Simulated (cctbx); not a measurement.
# Interatomic vectors of Mn2CoAs2

Space group Pmmn (no. 59, origin choice 1), a = 3.2240 Å, b = 12.9120 Å, c = 3.1370 Å, α = 90.00°, β = 90.00°, γ = 90.00°, content As4 Co2 Mn4.

The data are simulated with cctbx, not measured: Cu Kα, λ = 1.54184 Å, to d = 0.8 Å, 95 % of the full sphere, strongest reflection 5000 counts, noise from counting, a 2 % proportional error and a noise floor of 15 counts (s.d.); no absorption.

Patterson synthesis, origin scaled to 1000:

```text
Patterson group P m m m
      u       v       w   height  length (A)
  0.000   0.000   0.000   1000.0     0.00
  0.500   0.500   0.500    971.5     6.84
  0.000   0.500   0.000    691.6     6.46
  0.500   0.000   0.500    680.2     2.25
  0.000   0.175   0.000    639.1     2.26
  0.500   0.326   0.500    636.7     4.77
  0.000   0.330   0.000    515.4     4.27
  0.500   0.169   0.500    511.0     3.14
  0.311   0.037   0.145    -17.9     1.20
  0.192   0.462   0.347    -19.9     6.09
  0.172   0.036   0.336    -20.8     1.28
  0.313   0.464   0.150    -21.1     6.09
  0.196   0.345   0.359    -25.0     4.64
  0.202   0.154   0.372    -25.6     2.39
```

**Question.** Which atom pairs make the peaks, and where is the heaviest atom?

A peak at u stands for all pairs with xi − xj = u, with weight Σ ZiZj against Σ Z² = 8314 at the origin. Peak heights follow these weights only roughly, since form factors, motion and series ripples differ, all vectors within 0.55 Å of a peak are counted as merged into it though the farther ones add only part of their weight, and F(000) is left out, which lowers the whole map:

| u | v | w | shortest length (Å) | height | 1000 ΣZiZj/ΣZ² | pairs in the cell |
| --- | --- | --- | --- | --- | --- | --- |
| 0.500 | 0.500 | 0.500 | 6.84 | 972 | 1000 | 4 × As–As, 4 × Mn–Mn, 2 × Co–Co |
| 0.000 | 0.500 | 0.000 | 6.46 | 692 | 794 | 8 × As–Mn |
| 0.500 | 0.000 | 0.500 | 2.25 | 680 | 794 | 8 × As–Mn |
| 0.000 | 0.175 | 0.000 | 2.26 | 639 | 826 | 4 × As–Co, 4 × As–Mn |
| 0.500 | 0.326 | 0.500 | 4.77 | 637 | 826 | 4 × As–Co, 4 × As–Mn |
| 0.000 | 0.330 | 0.000 | 4.26 | 515 | 737 | 4 × Co–Mn, 2 × As–As, 2 × Mn–Mn |
| 0.500 | 0.169 | 0.500 | 3.13 | 511 | 737 | 4 × Co–Mn, 2 × As–As, 2 × Mn–Mn |

The table stops at ten peaks or at a height of 45, below which ripples compete. In the model behind the data As, the heaviest element, has 1 independent site: (1/2, 0.6605, 0.7564), up to an allowed shift of origin; the As–As vectors are differences of these positions and their symmetry mates. The whole model:

```csv
atom,mult.,x,y,z,Ueq (Å²)
As1,4,1/2,0.6605,0.7564,0.0212
Co1,2,1/2,1/2,0.7384,0.0279
Mn1,4,1/2,0.1484,0.7617,0.0250
```

The model was made for the exercise: a known structure type with other elements put in, its volume estimated, not relaxed; displacement parameters are assumed.

[Logs are printed without paths, hosts, clocks, repeated set-up lines and the standing remarks that a program may print on its own settings, such as how far it seeks lower states.]
